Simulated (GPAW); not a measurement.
# Core-hole calculation of the Cu K edge in CuAu (P4/mmm)

How does the Cu K edge of CuAu (P4/mmm) move when the bonds are compressed or stretched?

Main program and level: GPAW 26.7.0; X-ray absorption from dipole matrix elements to empty bands, plane-wave PAW revPBE, without spin-orbit coupling.

This is a report of a sequence of runs, with most program output left out.

The database entry behind the starting cell is an old determination (1936), so it need not match the best structure at ambient conditions.

## (1) Set-up

The structure is tetragonal, space group P4/mmm (No. 123). The conventional cell has a = 2.811 Å, b = 2.811 Å, c = 3.685 Å, α = 90.00°, β = 90.00°, γ = 90.00°. Nearest to Au lie 8 Cu at 2.71 Å and 4 Au at 2.81 Å. Cu has 8 Au at 2.71 Å and 4 Cu at 2.81 Å nearest. Farther neighbours are not listed.

As a file:

```xyz
2
Lattice="2.8107 0.0000 0.0000 0.0000 2.8107 0.0000 0.0000 0.0000 3.6850" Properties=species:S:1:pos:R:3 pbc="T T T"
Au    0.0000    0.0000    0.0000
Cu    1.4054    1.4054    1.8425
```

## (2) Ground state of the crystal

The ground state comes first: it tells whether the system has a gap, which decides how the excited electron is treated.

Contents of scf.py:

```python
import numpy as np
from ase import Atoms
from ase.parallel import parprint, paropen
from gpaw import GPAW, PW, FermiDirac, Mixer, MixerDif, setup_paths
from gpaw.test import gen
setup_paths.insert(0, '.')
gen('Cu', name='nch1s', xcname='revPBE', corehole=(1, 0, 0), write_xml=True)
from gpaw.mpi import world
world.barrier()

atoms = Atoms('AuCu',
    cell=[[2.81074946, 0, 0],
     [0, 2.81074946, 0],
     [0, 0, 3.685]],
    scaled_positions=[[0, 0, 0],
     [0.5, 0.5, 0.5]],
    pbc=True)
atoms.calc = calc = GPAW(legacy_gpaw=True, mode=PW(430), xc='revPBE', setups={1: 'nch1s'},
    kpts={'size': (9, 9, 7), 'gamma': True}, occupations=FermiDirac(0.05),
    charge=0, mixer=Mixer(0.1, 5, 50), maxiter=150,
    convergence={'density': 0.0001}, txt='scf.txt')
energy = atoms.get_potential_energy() + calc.get_reference_energy()
ef = calc.get_fermi_level()
out = dict(energy=energy, fermi=ef, forces=atoms.get_forces().tolist())
parprint(f'all-electron energy {energy:.4f} eV, Fermi level {ef:.4f} eV')
ev = np.array([[calc.get_eigenvalues(k, s) for k in range(len(calc.get_ibz_k_points()))] for s in range(calc.get_number_of_spins())])
out['homo'], out['lumo'], out['counts'] = ev[ev < ef].max(), ev[ev > ef].min(), sorted(set((ev < ef).sum((0, 2)).tolist()))
out['filled'] = (ev[:, 0] < ef).sum(1).tolist()
import json
with paropen('out.json', 'w') as f:
    json.dump(out, f)
```

Run with:

```bash
> OMP_NUM_THREADS=1 mpirun -n 2 gpaw python scf.py
```

Elapsed: 8.6 s, on 2 MPI ranks of Arm Neoverse V2, shared host; peak memory 0.16 GiB.

The mesh shows no gap, so the system is treated as a metal and the core electron is put at the Fermi level (neutral cell).

## (3) Reference energy of the supercell

The photon energy needs a difference of total energies, so the cell and mesh of the coming hole run are first run without a hole.

scf.py, as its differences from that of step 2:

```diff
@@ -10,11 +10,17 @@
 
-atoms = Atoms('AuCu',
-    cell=[[2.81074946, 0, 0],
-     [0, 2.81074946, 0],
-     [0, 0, 3.685]],
+atoms = Atoms('Au4Cu4',
+    cell=[[2.81074946, 2.81074946, 3.685],
+     [-2.81074946, 2.81074946, -3.685],
+     [-2.81074946, 2.81074946, 3.685]],
     scaled_positions=[[0, 0, 0],
-     [0.5, 0.5, 0.5]],
+     [0.5, 0.5, 0],
+     [0, 0.5, 0.5],
+     [0.5, 0, 0.5],
+     [0.5, 0, 0],
+     [0, 0.5, 0],
+     [0.5, 0.5, 0.5],
+     [0, 0, 0.5]],
     pbc=True)
-atoms.calc = calc = GPAW(legacy_gpaw=True, mode=PW(430), xc='revPBE', setups={1: 'nch1s'},
-    kpts={'size': (9, 9, 7), 'gamma': True}, occupations=FermiDirac(0.05),
+atoms.calc = calc = GPAW(legacy_gpaw=True, mode=PW(430), xc='revPBE', setups={4: 'nch1s'},
+    kpts={'size': (6, 6, 6), 'gamma': True}, occupations=FermiDirac(0.1),
     charge=0, mixer=Mixer(0.1, 5, 50), maxiter=150,
```

The job ended after 2 min (2 MPI ranks; peak memory 0.35 GiB).

Reference energy: -2246560.953 eV with the cores included.

## (4) Spectrum with XCH, Cu atom 2

The holes are 5.4 Å apart. In GPAW the data set carries the hole's charge, so charge=0 means a charged cell and charge=-1 a neutral one. The excited electron is kept in the cell, where it fills the lowest empty states and screens the hole. After the field has converged, empty bands are computed with the density fixed and the dipole matrix elements are summed.

The absorber has 8 Au at 2.71 Å and 4 Cu at 2.81 Å (distorted cuboctahedral, site symmetry 4/mmm).

Contents of xas.py:

```python
import numpy as np
from ase import Atoms
from ase.parallel import parprint, paropen
from gpaw import GPAW, PW, FermiDirac, Mixer, MixerDif, setup_paths
from gpaw.test import gen
setup_paths.insert(0, '.')
gen('Cu', name='fch1s', xcname='revPBE', corehole=(1, 0, 1), write_xml=True)
from gpaw.mpi import world
world.barrier()

atoms = Atoms('Au4Cu4',
    cell=[[2.81074946, 2.81074946, 3.685],
     [-2.81074946, 2.81074946, -3.685],
     [-2.81074946, 2.81074946, 3.685]],
    scaled_positions=[[0, 0, 0],
     [0.5, 0.5, 0],
     [0, 0.5, 0.5],
     [0.5, 0, 0.5],
     [0.5, 0, 0],
     [0, 0.5, 0],
     [0.5, 0.5, 0.5],
     [0, 0, 0.5]],
    pbc=True)
atoms.calc = calc = GPAW(legacy_gpaw=True, mode=PW(430), xc='revPBE', setups={4: 'fch1s'},
    kpts={'size': (6, 6, 6), 'gamma': True}, occupations=FermiDirac(0.1),
    charge=-1, mixer=Mixer(0.1, 5, 50), maxiter=150,
    convergence={'density': 0.0001}, txt='scf.txt')
energy = atoms.get_potential_energy() + calc.get_reference_energy()
ef = calc.get_fermi_level()
out = dict(energy=energy, fermi=ef, forces=atoms.get_forces().tolist())
parprint(f'all-electron energy {energy:.4f} eV, Fermi level {ef:.4f} eV')
ev = np.array([[calc.get_eigenvalues(k, s) for k in range(len(calc.get_ibz_k_points()))] for s in range(calc.get_number_of_spins())])
out['homo'], out['lumo'], out['counts'] = ev[ev < ef].max(), ev[ev > ef].min(), sorted(set((ev < ef).sum((0, 2)).tolist()))
out['filled'] = (ev[:, 0] < ef).sum(1).tolist()

from ase.units import Ha
from gpaw.xas import dipole_matrix_elements
nb = int(calc.get_number_of_electrons() / 2) + 72
top, nb = nb, nb + 8 + nb // 12
nscf = calc.fixed_density(kpts={'size': (7, 7, 7), 'gamma': True}, nbands=nb,
    convergence={'bands': top, 'eigenstates': 1e-5}, maxiter=60, txt='nscf.txt')
cell = atoms.cell.array
ops = [cell.T @ U.T @ np.linalg.inv(cell.T) for U in nscf.wfs.kd.symmetry.op_scc]
E = np.arange(-6, 34, 0.1)
fwhm = np.interp(E, [4, 25], [1.55, 3.5])
Y, X, zero, highest = 0, 0, 1e9, 1e9
for spin in range(nscf.get_number_of_spins()):
    wfs = nscf.wfs
    A = dipole_matrix_elements(wfs.setups[4])
    eps = np.zeros((wfs.kd.nibzkpts, nb))
    d = np.zeros((3, A.shape[1], wfs.kd.nibzkpts, nb), complex)
    for kpt in wfs.kpt_u:
        if kpt.s == spin and 4 in kpt.P_ani:
            eps[kpt.k] = kpt.eps_n * Ha
            d[:, :, kpt.k] = (kpt.weight * wfs.nspins / 2) ** 0.5 * np.inner(A, kpt.P_ani[4])
    world.sum(eps)
    world.sum(d)
    T = np.einsum('amkn,bmkn->abkn', d, d.conj()).real
    T = sum(np.einsum('ai,ijkn,bj->abkn', R, T, R) for R in ops) / len(ops)
    empty = eps > ef
    zero, highest = min(zero, eps[empty].min()), min(highest, eps[:, top - 1].min())
    lines = [(eps, T, empty)] if spin == 0 else lines + [(eps, T, empty)]
for eps, T, empty in lines:
    f = np.einsum('aakn->akn', T).reshape(3, -1)
    x = eps.ravel() - zero
    w = np.interp(x, E, fwhm) / 2.35482
    g = np.exp(-0.5 * ((E[:, None] - x) / w) ** 2) / (w * (2 * np.pi) ** 0.5)
    Y = Y + (f * empty.ravel()) @ g.T
    X = X + (f * ~empty.ravel()) @ g.T
out.update(E=E.round(2).tolist(), xas=Y.tolist(), xes=X.tolist(), zero=zero, valid=highest - zero, nk=len(eps), nb=nb)
for i in range(0, len(E), 10):
    parprint(f'{E[i]:7.2f}', *(f'{v:10.3e}' for v in Y[:, i]))
import json
with paropen('out.json', 'w') as f:
    json.dump(out, f)
```

Run with:

```bash
> OMP_NUM_THREADS=1 mpirun -n 2 gpaw python xas.py
```

The job ended after 7.8 min (2 MPI ranks; peak memory 0.76 GiB; 16 min of CPU time).

The Cu K spectrum, Cu atom 2, excited-electron core hole (neutral cell) (energy from the lowest empty level; intensity scaled to a mean of 1 over the first 20 eV; polarised curves are means over the symmetry-equivalent atoms):

| E (eV) | isotropic | ε ⊥ c | ε ∥ c |
| --- | --- | --- | --- |
| -2.0 | 0.00 | 0.00 | 0.00 |
| -1.0 | 0.03 | 0.03 | 0.03 |
| 0.0 | 0.24 | 0.25 | 0.22 |
| 1.0 | 0.46 | 0.50 | 0.40 |
| 2.0 | 0.48 | 0.49 | 0.46 |
| 3.0 | 0.46 | 0.46 | 0.46 |
| 4.0 | 0.51 | 0.49 | 0.54 |
| 5.0 | 0.56 | 0.54 | 0.59 |
| 6.0 | 0.69 | 0.68 | 0.70 |
| 7.0 | 0.93 | 0.97 | 0.85 |
| 8.0 | 1.19 | 1.27 | 1.04 |
| 9.0 | 1.44 | 1.49 | 1.33 |
| 10.0 | 1.59 | 1.60 | 1.57 |
| 11.0 | 1.63 | 1.60 | 1.70 |
| 12.0 | 1.53 | 1.45 | 1.69 |
| 13.0 | 1.33 | 1.25 | 1.51 |
| 14.0 | 1.14 | 1.08 | 1.27 |
| 15.0 | 1.00 | 0.98 | 1.05 |
| 16.0 | 0.95 | 0.97 | 0.91 |
| 17.0 | 1.00 | 1.06 | 0.89 |
| 18.0 | 1.11 | 1.16 | 1.01 |
| 19.0 | 1.19 | 1.20 | 1.17 |
| 20.0 | 1.16 | 1.14 | 1.22 |
| 21.0 | 1.04 | 0.99 | 1.12 |
| 22.0 | 0.90 | 0.86 | 0.97 |
| 23.0 | 0.79 | 0.77 | 0.84 |
| 24.0 | 0.72 | 0.72 | 0.73 |
| 25.0 | 0.67 | 0.70 | 0.62 |
| 26.0 | 0.64 | 0.69 | 0.54 |
| 27.0 | 0.63 | 0.70 | 0.50 |
| 28.0 | 0.64 | 0.70 | 0.51 |
| 29.0 | 0.65 | 0.70 | 0.55 |
| 30.0 | 0.69 | 0.72 | 0.62 |
| 31.0 | 0.77 | 0.79 | 0.72 |
| 32.0 | 0.90 | 0.91 | 0.89 |

Main maxima below 30 eV (height): 10.8 eV (1.63) and 19.2 eV (1.20). A K edge sees empty p states on the absorber.

The total-energy difference is 9010.42 eV. One term is added: -29.93 eV, since the hole is spin-paired here and a spin-polarised one costs that much less in the free atom (computed apart). The photon energy is then 8980.49 eV. The tabulated edge of the element is 8979 eV. The functional leaves an error of a few eV in such absolute values.

## (5) Supercell without a hole, the energy reference

The cell changes for the next run, so it gets a reference energy of its own.

The cell differs from the one that the last finished run ended in (a 5.420 → 5.310 Å, b 5.420 → 5.310 Å, c 5.420 → 5.310 Å).

scf.py, as its differences from that of step 3:

```diff
@@ -11,5 +11,5 @@
 atoms = Atoms('Au4Cu4',
-    cell=[[2.81074946, 2.81074946, 3.685],
-     [-2.81074946, 2.81074946, -3.685],
-     [-2.81074946, 2.81074946, 3.685]],
+    cell=[[2.75337112, 2.75337112, 3.60977481],
+     [-2.75337112, 2.75337112, -3.60977481],
+     [-2.75337112, 2.75337112, 3.60977481]],
     scaled_positions=[[0, 0, 0],
```

Run with:

```bash
> OMP_NUM_THREADS=1 mpirun -n 2 gpaw python scf.py
```

Wall time 2.3 min (2 MPI ranks); peak memory 0.34 GiB.

Reference energy: -2246560.248 eV with the cores included.

## (6) Spectrum with XCH, Cu atom 2

Shorter bonds are expected to push antibonding states and scattering resonances up, and longer ones down; the cell is scaled to test that.

Changed against the first core-hole run: volume scale from 1 to 0.94.

xas.py, as its differences from that of step 4:

```diff
@@ -11,5 +11,5 @@
 atoms = Atoms('Au4Cu4',
-    cell=[[2.81074946, 2.81074946, 3.685],
-     [-2.81074946, 2.81074946, -3.685],
-     [-2.81074946, 2.81074946, 3.685]],
+    cell=[[2.75337112, 2.75337112, 3.60977481],
+     [-2.75337112, 2.75337112, -3.60977481],
+     [-2.75337112, 2.75337112, 3.60977481]],
     scaled_positions=[[0, 0, 0],
@@ -37,3 +37,3 @@
 from gpaw.xas import dipole_matrix_elements
-nb = int(calc.get_number_of_electrons() / 2) + 72
+nb = int(calc.get_number_of_electrons() / 2) + 68
 top, nb = nb, nb + 8 + nb // 12
```

Run with:

```bash
> OMP_NUM_THREADS=1 mpirun -n 2 gpaw python xas.py
```

The job ended after 7.3 min (2 MPI ranks; peak memory 0.73 GiB; 15 min of CPU time).

| E (eV) | first run | this run |
| --- | --- | --- |
| -2.0 | 0.00 | 0.00 |
| -1.0 | 0.03 | 0.03 |
| 0.0 | 0.24 | 0.27 |
| 1.0 | 0.46 | 0.49 |
| 2.0 | 0.48 | 0.50 |
| 3.0 | 0.46 | 0.46 |
| 4.0 | 0.51 | 0.50 |
| 5.0 | 0.56 | 0.54 |
| 6.0 | 0.69 | 0.64 |
| 7.0 | 0.93 | 0.86 |
| 8.0 | 1.19 | 1.13 |
| 9.0 | 1.44 | 1.39 |
| 10.0 | 1.59 | 1.57 |
| 11.0 | 1.63 | 1.64 |
| 12.0 | 1.53 | 1.60 |
| 13.0 | 1.33 | 1.43 |
| 14.0 | 1.14 | 1.22 |
| 15.0 | 1.00 | 1.05 |
| 16.0 | 0.95 | 0.97 |
| 17.0 | 1.00 | 0.97 |
| 18.0 | 1.11 | 1.05 |
| 19.0 | 1.19 | 1.16 |
| 20.0 | 1.16 | 1.21 |
| 21.0 | 1.04 | 1.14 |
| 22.0 | 0.90 | 1.00 |
| 23.0 | 0.79 | 0.87 |
| 24.0 | 0.72 | 0.78 |
| 25.0 | 0.67 | 0.73 |
| 26.0 | 0.64 | 0.70 |
| 27.0 | 0.63 | 0.67 |
| 28.0 | 0.64 | 0.66 |
| 29.0 | 0.65 | 0.65 |
| 30.0 | 0.69 | 0.66 |
| 31.0 | 0.77 | 0.68 |
| 32.0 | 0.90 | 0.74 |

The scaled spectrum changes by 5 % r.m.s. The highest intensity below 24 eV goes from 10.8 eV (1.63) to 11.2 eV (1.64).

The photon energy of the zero moves by +0.16 eV.

## (7) Supercell without a hole, the energy reference

The cell differs from the one that the last finished run ended in (a 5.310 → 5.474 Å, b 5.310 → 5.474 Å, c 5.310 → 5.474 Å).

scf.py, as its differences from that of step 5:

```diff
@@ -11,5 +11,5 @@
 atoms = Atoms('Au4Cu4',
-    cell=[[2.75337112, 2.75337112, 3.60977481],
-     [-2.75337112, 2.75337112, -3.60977481],
-     [-2.75337112, 2.75337112, 3.60977481]],
+    cell=[[2.83858047, 2.83858047, 3.72148752],
+     [-2.83858047, 2.83858047, -3.72148752],
+     [-2.83858047, 2.83858047, 3.72148752]],
     scaled_positions=[[0, 0, 0],
```

Run with:

```bash
> OMP_NUM_THREADS=1 mpirun -n 2 gpaw python scf.py
```

It took 2 min on 2 MPI ranks; peak memory 0.34 GiB; 4 min of CPU time.

Reference energy: -2246561.119 eV with the cores included.

## (8) Spectrum with XCH, Cu atom 2

Changed against the first core-hole run: volume scale from 1 to 1.03.

xas.py, as its differences from that of step 6:

```diff
@@ -11,5 +11,5 @@
 atoms = Atoms('Au4Cu4',
-    cell=[[2.75337112, 2.75337112, 3.60977481],
-     [-2.75337112, 2.75337112, -3.60977481],
-     [-2.75337112, 2.75337112, 3.60977481]],
+    cell=[[2.83858047, 2.83858047, 3.72148752],
+     [-2.83858047, 2.83858047, -3.72148752],
+     [-2.83858047, 2.83858047, 3.72148752]],
     scaled_positions=[[0, 0, 0],
@@ -37,3 +37,3 @@
 from gpaw.xas import dipole_matrix_elements
-nb = int(calc.get_number_of_electrons() / 2) + 68
+nb = int(calc.get_number_of_electrons() / 2) + 74
 top, nb = nb, nb + 8 + nb // 12
```

Run with:

```bash
> OMP_NUM_THREADS=1 mpirun -n 2 gpaw python xas.py
```

Run time: 8.1 min. Hardware: 2 MPI ranks; peak memory 0.77 GiB; 16 min of CPU time.

| E (eV) | first run | this run |
| --- | --- | --- |
| -2.0 | 0.00 | 0.00 |
| -1.0 | 0.03 | 0.03 |
| 0.0 | 0.24 | 0.23 |
| 1.0 | 0.46 | 0.45 |
| 2.0 | 0.48 | 0.47 |
| 3.0 | 0.46 | 0.46 |
| 4.0 | 0.51 | 0.52 |
| 5.0 | 0.56 | 0.57 |
| 6.0 | 0.69 | 0.71 |
| 7.0 | 0.93 | 0.96 |
| 8.0 | 1.19 | 1.22 |
| 9.0 | 1.44 | 1.46 |
| 10.0 | 1.59 | 1.59 |
| 11.0 | 1.63 | 1.62 |
| 12.0 | 1.53 | 1.50 |
| 13.0 | 1.33 | 1.29 |
| 14.0 | 1.14 | 1.11 |
| 15.0 | 1.00 | 0.98 |
| 16.0 | 0.95 | 0.95 |
| 17.0 | 1.00 | 1.02 |
| 18.0 | 1.11 | 1.14 |
| 19.0 | 1.19 | 1.19 |
| 20.0 | 1.16 | 1.12 |
| 21.0 | 1.04 | 0.98 |
| 22.0 | 0.90 | 0.86 |
| 23.0 | 0.79 | 0.76 |
| 24.0 | 0.72 | 0.69 |
| 25.0 | 0.67 | 0.64 |
| 26.0 | 0.64 | 0.62 |
| 27.0 | 0.63 | 0.62 |
| 28.0 | 0.64 | 0.64 |
| 29.0 | 0.65 | 0.66 |
| 30.0 | 0.69 | 0.73 |
| 31.0 | 0.77 | 0.84 |
| 32.0 | 0.90 | 1.00 |

Against the first run the r.m.s. difference is 3 %. The highest intensity below 24 eV stays at 10.8 eV.

The photon energy of the zero moves by -0.07 eV.

## (9) Reference energy of the supercell

The cell differs from the one that the last finished run ended in (a 5.474 → 5.527 Å, b 5.474 → 5.527 Å, c 5.474 → 5.527 Å).

scf.py, as its differences from that of step 7:

```diff
@@ -11,5 +11,5 @@
 atoms = Atoms('Au4Cu4',
-    cell=[[2.83858047, 2.83858047, 3.72148752],
-     [-2.83858047, 2.83858047, -3.72148752],
-     [-2.83858047, 2.83858047, 3.72148752]],
+    cell=[[2.86587619, 2.86587619, 3.75727325],
+     [-2.86587619, 2.86587619, -3.75727325],
+     [-2.86587619, 2.86587619, 3.75727325]],
     scaled_positions=[[0, 0, 0],
```

Run with:

```bash
> OMP_NUM_THREADS=1 mpirun -n 2 gpaw python scf.py
```

The job ended after 2 min (2 MPI ranks; peak memory 0.34 GiB).

Reference energy: -2246561.184 eV with the cores included.

(Continued in part 2 of 2.)

[Logs are printed without paths, hosts, clocks, repeated set-up lines and the standing remarks that a program may print on its own settings, such as how far it seeks lower states.]

[Hosts, paths, dates, database ids (printed as entryN), source tags and the programs' standing remarks are cut or masked in the printed files.]

[Lists of maxima count a maximum above −3 eV only where it reaches 4 % of the highest in the window and stands out from its surroundings by 2 % of it (1.5 % where it reaches 55 %); shoulders and weaker maxima are passed over, and of the rest the first, up to two pre-edge ones and the few strongest are named.]
